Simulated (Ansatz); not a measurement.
# GaAs wire along [110], 24 atoms a period, H-terminated: bands by functional and under strain

What gap, if any, does the GaAs wire along [110], 24 atoms a period, H-terminated have, and how does it change with the functional and under strain?

Calculated with Ansatz 0.2.0; DFT PBE, plane waves, PAW; relaxation of a wire's period; PAW set soft_1, in the first sound run; inputs show where later runs differ.

Most raw output is cut from this account.

## Step 1: The starting structure

The cell holds 40 atoms: 16 H, 12 Ga and 12 As. Cell: a = 21.545 Å, b = 19.545 Å, c = 4.066 Å, α = 90.0°, β = 90.0°, γ = 90.0°. Vacuum lies along a and b. The structure's axis is c.

## Step 2: The relaxed wire

Band widths follow the bond lengths, so the wire is relaxed first. The atoms and the third cell vector are free; the box across stays fixed as vacuum. A Fermi-Dirac smearing is set since the result may be a metal. The pressure printed is a third of the stress's trace over the whole box, vacuum included; only the stress along the axis is relaxed.

input.yaml reads:

```yaml
crystal:
  lattice:
    - [21.545, 0.0, 0.0]
    - [0.0, 19.545, 0.0]
    - [0.0, 0.0, 4.0658639918]
  atoms:
    - { symbol: H, position: [0.157809236, 0.38198332, 0.0] }
    - { symbol: Ga, position: [0.200149149, 0.44798816, 0.0] }
    - { symbol: As, position: [0.4003116, 0.343975267, 0.0] }
    - { symbol: H, position: [0.424692504, 0.173957534, 0.0] }
    - { symbol: Ga, position: [0.467032417, 0.239962374, 0.0] }
    - { symbol: Ga, position: [0.467032417, 0.44798816, 0.0] }
    - { symbol: As, position: [0.667194868, 0.343975267, 0.0] }
    - { symbol: H, position: [0.708730858, 0.279223683, 0.0] }
[... 28 atom lines left out ...]
    - { symbol: As, position: [0.667194868, 0.552001053, 0.0] }
    - { symbol: As, position: [0.667194868, 0.760026839, 0.0] }
    - { symbol: H, position: [0.708730858, 0.824778423, 0.0] }
    - { symbol: Ga, position: [0.733915685, 0.656013946, 0.0] }
kpoints:
  mp_grid: { grid: [1, 1, 20] }
scf:
  occupations: { method: fermi_dirac, width: 0.05 }
hamiltonian:
  xc: pbe
  pseudopotentials: { kind: paw, azcp: { folder: soft_1 } }
relax:
  cell: { fix: [a, b, alpha, beta, gamma] }
  max_steps: 45
  f_tol: 0.03
```

Launch:

```console
> ansatz run input.yaml --threads 8 --pin off --max-ram 16384MiB --backend cpu --events-out ev --progress --plain --runs-dir out
```

It took 18 min on 8 threads of Arm Neoverse V1, shared host; peak memory 12 GiB; 2.3 h of CPU time.

The steps of the relaxation:

```csv
step,energy less that of the first step (eV),largest force component (eV/Å),pressure (GPa),volume (Å³)
1,0.0000,1.2304,-0.13,1712.12
2,-0.9208,0.5491,-0.15,1732.47
3,-1.0271,0.1981,-0.04,1745.58
4,-1.0435,0.0480,0.00,1747.68
5,-1.0440,0.1899,0.01,1746.13
6,-1.0536,0.0312,0.00,1747.03
7,-1.0572,0.0280,-0.01,1747.28
8,-1.0593,0.0925,-0.02,1747.32
9,-1.0609,0.0198,-0.01,1746.87
10,-1.0612,0.0162,-0.01,1746.63
11*,-1.0670,0.0167,0.00,1746.63
```

Relaxation steps marked * repeat the geometry before them on a plane-wave basis chosen anew for their cell, so energy and pressure can jump there.

The run keeps the 2 symmetry operations that it works with, so distortions that break them were not tested.

```csv
cell as run,before,after,change
c (Å),4.066,4.148,+2.0 %
```

The atoms that moved most (Å, along periodic axes as changes of fractional coordinates times the final cell, across vacuum about the mean position):

```
atom      dx      dy      dz  length
 H32   0.491   0.400   0.000   0.633
  H1  -0.162   0.310   0.000   0.350
Ga17   0.062  -0.304   0.000   0.311
As12   0.269  -0.098   0.000   0.286
 H10   0.143  -0.077   0.168   0.233
 H31   0.143  -0.077  -0.168   0.233
 H28  -0.074   0.213   0.000   0.225
 Ga9  -0.169   0.146   0.000   0.223
```

The relaxed structure:

```cif
data_structure
_symmetry_space_group_name_H-M 'P 1'
_symmetry_Int_Tables_number 1
_cell_length_a 21.5450
_cell_length_b 19.5450
_cell_length_c 4.1478
_cell_angle_alpha 90.000
_cell_angle_beta 90.000
_cell_angle_gamma 90.000
_cell_volume 1746.63
loop_
_atom_site_label
_atom_site_type_symbol
_atom_site_fract_x
_atom_site_fract_y
_atom_site_fract_z
_atom_site_occupancy
H1 H 0.15030 0.39785 0.00000 1
Ga2 Ga 0.19966 0.45654 0.00000 1
As3 As 0.39898 0.34107 0.00000 1
H4 H 0.42962 0.16599 0.00000 1
Ga5 Ga 0.46301 0.23708 0.00000 1
Ga6 Ga 0.46597 0.44251 0.00000 1
As7 As 0.66270 0.35016 0.00000 1
H8 H 0.70728 0.28941 0.00000 1
Ga9 Ga 0.72609 0.45544 0.00000 1
H10 H 0.23197 0.65208 0.22914 1
H11 H 0.77956 0.65349 0.32119 1
As12 As 0.27933 0.65101 0.50000 1
As13 As 0.26541 0.44086 0.50000 1
H14 H 0.29573 0.26836 0.50000 1
H15 H 0.28958 0.82823 0.50000 1
Ga16 Ga 0.33179 0.33809 0.50000 1
Ga17 Ga 0.33647 0.53642 0.50000 1
Ga18 Ga 0.33355 0.76471 0.50000 1
As19 As 0.52938 0.24408 0.50000 1
As20 As 0.53411 0.65652 0.50000 1
As21 As 0.53258 0.44870 0.50000 1
H22 H 0.55802 0.82881 0.50000 1
H23 H 0.57447 0.18381 0.50000 1
Ga24 Ga 0.59636 0.34505 0.50000 1
Ga25 Ga 0.59970 0.55230 0.50000 1
Ga26 Ga 0.59960 0.76279 0.50000 1
As27 As 0.79199 0.45240 0.50000 1
H28 H 0.83873 0.39413 0.50000 1
H29 H 0.83707 0.51199 0.50000 1
H30 H 0.77956 0.65349 0.67881 1
H31 H 0.23197 0.65208 0.77086 1
H32 H 0.18060 0.53446 0.00000 1
As33 As 0.40160 0.54806 0.00000 1
As34 As 0.39747 0.75132 0.00000 1
H35 H 0.43900 0.81435 0.00000 1
Ga36 Ga 0.46938 0.65045 0.00000 1
As37 As 0.66548 0.55961 0.00000 1
As38 As 0.66384 0.75090 0.00000 1
H39 H 0.70108 0.81739 0.00000 1
Ga40 Ga 0.74352 0.65789 0.00000 1
```

Numbers from this step:

```yaml
cell_length_along_the_wire: 4.148 Å
```

The cell's length comes to 4.148 Å with spin left out.

## Step 3: The wire at its relaxed period

This step: DFT PBE, plane waves, PAW; bands of a perfect wire; PAW set soft_1 (Ansatz 0.2.0).

At the relaxed period the bands are computed along the axis; those that cross an energy going forward count the channels that a perfect wire would open there.

input.yaml reads:

```yaml
crystal:
  lattice:
    - [21.545, 0.0, 0.0]
    - [0.0, 19.545, 0.0]
    - [0.0, 0.0, 4.1477993434]
  atoms:
    - { symbol: H, position: [0.150304466, 0.397845844, 0.0] }
    - { symbol: Ga, position: [0.199661066, 0.4565442, 0.0] }
    - { symbol: As, position: [0.398978457, 0.341073954, 0.0] }
    - { symbol: H, position: [0.429624302, 0.165988665, 0.0] }
    - { symbol: Ga, position: [0.463014385, 0.237082943, 0.0] }
    - { symbol: Ga, position: [0.465969617, 0.442509596, 0.0] }
    - { symbol: As, position: [0.662702761, 0.350164827, 0.0] }
    - { symbol: H, position: [0.707275022, 0.289406041, 0.0] }
[... 28 atom lines left out ...]
    - { symbol: As, position: [0.665476648, 0.559607188, 0.0] }
    - { symbol: As, position: [0.663835578, 0.750895737, 0.0] }
    - { symbol: H, position: [0.701080671, 0.817394196, 0.0] }
    - { symbol: Ga, position: [0.743515511, 0.657892373, 0.0] }
kpoints:
  mp_grid: { grid: [1, 1, 20] }
  band_path: { path: ["Γ", Z], npoints: 90 }
scf:
  occupations: { method: fermi_dirac, width: 0.05 }
hamiltonian:
  xc: pbe
  pseudopotentials: { kind: paw, azcp: { folder: soft_1 } }
output:
  dos: { e_range: [-5, 4] }
  write_potential: true
  write_density: true
  volumetric_format: npy
```

The job ended after 14 min (8 threads; peak memory 14 GiB).

Numbers from this step:

| Item | Value |
| --- | --- |
| band gap | 0.7162 eV |

Electronic bands along the path, in eV, zero at the Fermi level; v1 is the highest filled band, c1 the lowest empty one:

```csv
point,v4,v3,v2,v1,c1,c2,c3,c4
Γ,-1.21,-1.09,-0.66,-0.36,0.36,0.59,0.77,1.00
halfway,-1.59,-1.51,-1.36,-1.26,1.52,1.55,1.77,1.89
Z,-1.99,-1.97,-1.89,-1.70,1.20,1.30,1.49,1.60
```

The gap is 0.716 eV, with spin left out.

On this path the gap is direct, 0.72 eV, with the valence top at Γ and the conduction bottom at Γ.

## Step 4: Another level of theory, cutoff 500 eV, k-mesh 1×1×15

This step: DFT r2SCAN, plane waves, PAW; bands of a perfect wire at the PBE geometry; PAW set soft_1 (Ansatz 0.2.0).

The atoms stay at the PBE geometry and the functional changes. r2SCAN also reads the kinetic-energy density; it often gives larger moments and wider gaps than PBE, at a higher cost. Against the first PBE run of this kind, the cutoff is 500 eV against 420 and the mesh along the wire has 15 points against 20.

input.yaml, as its differences from that of step 3:

```diff
@@ -47,3 +47,3 @@
 kpoints:
-  mp_grid: { grid: [1, 1, 20] }
+  mp_grid: { grid: [1, 1, 15] }
   band_path: { path: ["Γ", Z], npoints: 90 }
@@ -52,8 +52,3 @@
 hamiltonian:
-  xc: pbe
+  xc: r2scan
   pseudopotentials: { kind: paw, azcp: { folder: soft_1 } }
-output:
-  dos: { e_range: [-5, 4] }
-  write_potential: true
-  write_density: true
-  volumetric_format: npy
```

Run time: 19 min. Hardware: 8 threads; peak memory 14 GiB.

This step gave:

```yaml
band_gap: 0.9950 eV
```

Electronic bands along the path, in eV, zero at the Fermi level; v1 is the highest filled band, c1 the lowest empty one:

```csv
point,v4,v3,v2,v1,c1,c2,c3,c4
Γ,-1.38,-1.22,-0.79,-0.50,0.50,0.73,0.95,1.19
halfway,-1.76,-1.68,-1.52,-1.42,1.69,1.78,1.90,2.08
Z,-2.19,-2.16,-2.07,-1.88,1.36,1.48,1.63,1.73
```

The gap is 0.995 eV, against 0.716 eV under PBE at the relaxed period.

## Step 5: Levels at the same atoms, level HSE06, cutoff 420 eV

This step: DFT HSE06, plane waves, PAW; levels of a perfect wire at the PBE geometry; PAW set soft_1 (Ansatz 0.2.0).

The atoms stay at the PBE geometry and the functional changes. HSE06 mixes in a quarter of short-range exact exchange, which removes part of the self-interaction that closes gaps; it is dear, so the mesh is thinner and no path is run. Against the first PBE run of this kind, the mesh along the wire has 8 points against 20.

input.yaml, as its differences from that of step 4:

```diff
@@ -47,4 +47,3 @@
 kpoints:
-  mp_grid: { grid: [1, 1, 15] }
-  band_path: { path: ["Γ", Z], npoints: 90 }
+  mp_grid: { grid: [1, 1, 8] }
 scf:
@@ -52,3 +51,3 @@
 hamiltonian:
-  xc: r2scan
+  xc: hse06
   pseudopotentials: { kind: paw, azcp: { folder: soft_1 } }
```

Run time: 19 min. Hardware: 8 threads; peak memory 11 GiB.

This step gave:

* band gap: 1.505 eV

The gap is 1.51 eV, against 0.716 eV under PBE at the relaxed period.

## Step 6: Strain along the wire, period over the relaxed period 1.06, k-mesh 1×1×14

This step: DFT PBE, plane waves, PAW; relaxation at a fixed period; PAW set soft_1 (Ansatz 0.2.0).

The period is set to 1.06 times the relaxed one and the atoms relax within it: strain changes bond lengths and angles, which shifts the bands against each other. Against the first PBE run of this kind, the mesh along the wire has 14 points against 20.

The cell differs from the one that the last finished run ended in (c 4.148 → 4.397 Å).

input.yaml, as its differences from that of step 5:

```diff
@@ -4,3 +4,3 @@
     - [0.0, 19.545, 0.0]
-    - [0.0, 0.0, 4.1477993434]
+    - [0.0, 0.0, 4.396667304]
   atoms:
@@ -47,3 +47,4 @@
 kpoints:
-  mp_grid: { grid: [1, 1, 8] }
+  mp_grid: { grid: [1, 1, 14] }
+  band_path: { path: ["Γ", Z], npoints: 90 }
 scf:
@@ -51,3 +52,8 @@
 hamiltonian:
-  xc: hse06
+  xc: pbe
   pseudopotentials: { kind: paw, azcp: { folder: soft_1 } }
+relax:
+  max_steps: 40
+  f_tol: 0.02
+output:
+  stress: true
```

Wall time 15 min (8 threads); peak memory 13 GiB; 2 h of CPU time.

Relaxation path:

| step | energy less that of the first step (eV) | largest force component (eV/Å) |
| --- | --- | --- |
| 1 | 0.0000 | 0.7142 |
| 2 | -0.2143 | 0.3778 |
| 3 | -0.2495 | 0.0452 |
| 4 | -0.2513 | 0.0137 |

The run keeps the 2 symmetry operations that it works with, so distortions that break them were not tested.

The atoms that moved most (Å):

```
atom      dx      dy      dz  length
As27  -0.199  -0.004   0.000   0.199
 H32   0.197  -0.008   0.000   0.197
  H1   0.194  -0.030   0.000   0.196
 H29  -0.186  -0.012   0.000   0.186
 H28  -0.185   0.005   0.000   0.185
 Ga2   0.175  -0.013   0.000   0.176
 H11  -0.138  -0.001  -0.053   0.147
 H30  -0.138  -0.001   0.053   0.147
```

The relaxed structure:

```xyz
40
Lattice="21.5450 0.0000 0.0000 0.0000 19.5450 0.0000 0.0000 0.0000 4.3967" Properties=species:S:1:pos:R:3
H     3.4323    7.7459    0.0000
Ga    4.4771    8.9104    0.0000
As    8.6223    6.6738    0.0000
H     9.3210    3.2402    0.0000
Ga   10.0114    4.6465    0.0000
Ga   10.0781    8.6546    0.0000
As   14.1568    6.8366    0.0000
H    15.1386    5.6652    0.0000
Ga   15.5321    8.8939    0.0000
H     5.1168   12.7480    1.0664
H    16.6581   12.7714    1.3593
As    6.1304   12.7278    2.1983
As    5.8139    8.6200    2.1983
H     6.5079    5.2363    2.1983
H     6.3596   16.2035    2.1983
Ga    7.2554    6.6172    2.1983
Ga    7.3600   10.4857    2.1983
Ga    7.2944   14.9501    2.1983
As   11.3569    4.7727    2.1983
As   11.4582   12.8320    2.1983
As   11.4325    8.7728    2.1983
H    12.0138   16.2080    2.1983
H    12.3418    3.6044    2.1983
Ga   12.8117    6.7448    2.1983
Ga   12.8845   10.7984    2.1983
Ga   12.8827   14.8963    2.1983
As   16.8642    8.8380    2.1983
H    17.8854    7.7084    2.1983
H    17.8488    9.9945    2.1983
H    16.6581   12.7714    3.0374
H     5.1168   12.7480    3.3303
H     4.0882   10.4380    0.0000
As    8.6814   10.7149    0.0000
As    8.5949   14.6966    0.0000
H     9.5114   15.9136    0.0000
Ga   10.1458   12.7209    0.0000
As   14.2221   10.9330    0.0000
As   14.1879   14.6721    0.0000
H    15.0053   15.9640    0.0000
Ga   15.9109   12.8552    0.0000
```

This step gave:

* band gap: 0.8685 eV

The electronic bands at the labelled points (eV, zero at the Fermi level; v1 is the highest filled band, c1 the lowest empty one):

```csv
point,v4,v3,v2,v1,c1,c2,c3,c4
Γ,-1.03,-0.77,-0.70,-0.45,0.41,0.58,0.72,0.89
halfway,-1.25,-1.17,-0.96,-0.85,1.90,1.96,2.19,2.27
Z,-1.67,-1.55,-1.41,-1.21,1.76,1.82,2.00,2.13
```

The gap is 0.869 eV, against 0.716 eV under PBE at the relaxed period.

## Step 7: Strain along the wire, period over the relaxed period 0.97, k-mesh 1×1×15

The period is set to 0.97 times the relaxed one and the atoms relax within it: strain changes bond lengths and angles, which shifts the bands against each other. Against the first PBE run of this kind, the mesh along the wire has 15 points against 20.

The cell differs from the one that the last finished run ended in (c 4.397 → 4.023 Å).

input.yaml, as its differences from that of step 6:

```diff
@@ -4,3 +4,3 @@
     - [0.0, 19.545, 0.0]
-    - [0.0, 0.0, 4.396667304]
+    - [0.0, 0.0, 4.0233653631]
   atoms:
@@ -47,3 +47,3 @@
 kpoints:
-  mp_grid: { grid: [1, 1, 14] }
+  mp_grid: { grid: [1, 1, 15] }
   band_path: { path: ["Γ", Z], npoints: 90 }
```

Wall time 14 min (8 threads); peak memory 14 GiB; 1.8 h of CPU time.

Relaxation path:

```
step  energy less that of the first step (eV)  largest force component (eV/Å)
   1                                   0.0000                          0.4308
   2                                  -0.0778                          0.2137
   3                                  -0.0814                          0.0335
   4                                  -0.0819                          0.0062
```

The run keeps the 2 symmetry operations that it works with, so distortions that break them were not tested.

The atoms that moved most (Å):

```csv
atom,dx,dy,dz,length
As27,0.097,-0.004,0.000,0.097
H1,-0.093,0.014,0.000,0.094
H32,-0.093,0.009,0.000,0.094
H28,0.091,-0.007,0.000,0.091
H29,0.089,0.001,0.000,0.089
Ga2,-0.086,0.010,0.000,0.087
H11,0.078,0.007,0.018,0.081
H30,0.078,0.007,-0.018,0.081
```

Final coordinates:

```xyz
40
Lattice="21.5450 0.0000 0.0000 0.0000 19.5450 0.0000 0.0000 0.0000 4.0234" Properties=species:S:1:pos:R:3
H     3.1449    7.7901    0.0000
Ga    4.2157    8.9328    0.0000
As    8.5856    6.6634    0.0000
H     9.2167    3.2471    0.0000
Ga    9.9541    4.6260    0.0000
Ga   10.0231    8.6464    0.0000
As   14.3366    6.8451    0.0000
H    15.2837    5.6481    0.0000
Ga   15.6973    8.9019    0.0000
H     4.9375   12.7366    0.8958
H    16.8741   12.7794    1.3101
As    5.9636   12.7190    2.0117
As    5.6736    8.6163    2.0117
H     6.2979    5.2536    2.0117
H     6.1747   16.1731    2.0117
Ga    7.0951    6.6038    2.0117
Ga    7.1987   10.4833    2.0117
Ga    7.1315   14.9404    2.0117
As   11.4267    4.7687    2.0117
As   11.5364   12.8337    2.0117
As   11.5001    8.7687    2.0117
H    12.0146   16.1934    2.0117
H    12.3861    3.5820    2.0117
Ga   12.8652    6.7410    2.0117
Ga   12.9423   10.7935    2.0117
Ga   12.9319   14.9201    2.0117
As   17.1600    8.8384    2.0117
H    18.1615    7.6966    2.0117
H    18.1234   10.0079    2.0117
H    16.8741   12.7794    2.7133
H     4.9375   12.7366    3.1276
H     3.7979   10.4552    0.0000
As    8.6448   10.7103    0.0000
As    8.5517   14.6792    0.0000
H     9.4337   15.9195    0.0000
Ga   10.1006   12.7099    0.0000
As   14.4018   10.9416    0.0000
As   14.3564   14.6834    0.0000
H    15.1454   15.9905    0.0000
Ga   16.0726   12.8692    0.0000
```

This step gave:

```
energy at zero smearing : -103925.9221 eV
band gap                : 0.5875 eV
```

Electronic bands along the path, in eV, zero at the Fermi level; v1 is the highest filled band, c1 the lowest empty one:

| point | v4 | v3 | v2 | v1 | c1 | c2 | c3 | c4 |
| --- | --- | --- | --- | --- | --- | --- | --- | --- |
| Γ | -1.36 | -1.22 | -0.65 | -0.29 | 0.29 | 0.55 | 0.72 | 0.99 |
| halfway | -1.84 | -1.73 | -1.62 | -1.51 | 1.23 | 1.26 | 1.46 | 1.62 |
| Z | -2.25 | -2.24 | -2.11 | -2.01 | 0.85 | 0.95 | 1.16 | 1.26 |

The gap is 0.587 eV, against 0.716 eV under PBE at the relaxed period.

## Step 8: What came out

| Quantity | Value |
| --- | --- |
| cell length, PBE | 4.148 Å |
| gap, PBE | 0.716 eV |
| gap, r2SCAN | 0.995 eV |
| gap, HSE06 | 1.51 eV |
| gap, period scaled by 1.06 | 0.869 eV |
| gap, period scaled by 0.97 | 0.587 eV |

Under PBE the cell's length is 4.15 Å, and a gap of 0.72 eV makes it a semiconductor. At the relaxed period the wire is gapped under every functional, from 0.72 eV (PBE) to 1.51 eV (HSE06). Weak screening in one dimension makes quasiparticle gaps larger than the semilocal gaps, as a rule. Strain matters: under PBE the gap goes from 0.72 eV to 0.587 eV at 0.97 times the period and 0.869 eV at 1.06 times the period. Plain hydrogen on a compound's surface is a simple closure: it may leave surface states, and facets that end in unlike atoms put a field across the wire, both of which shrink the gap. A hybrid's gap is read on a coarse mesh, without a band path.

[Logs are printed without paths, hosts, clocks, repeated set-up lines and the standing remarks that a program may print on its own settings, such as how far it seeks lower states.]

[Hosts, paths, dates, database ids (printed as entryN), source tags and the programs' standing remarks are cut or masked in the printed files.]
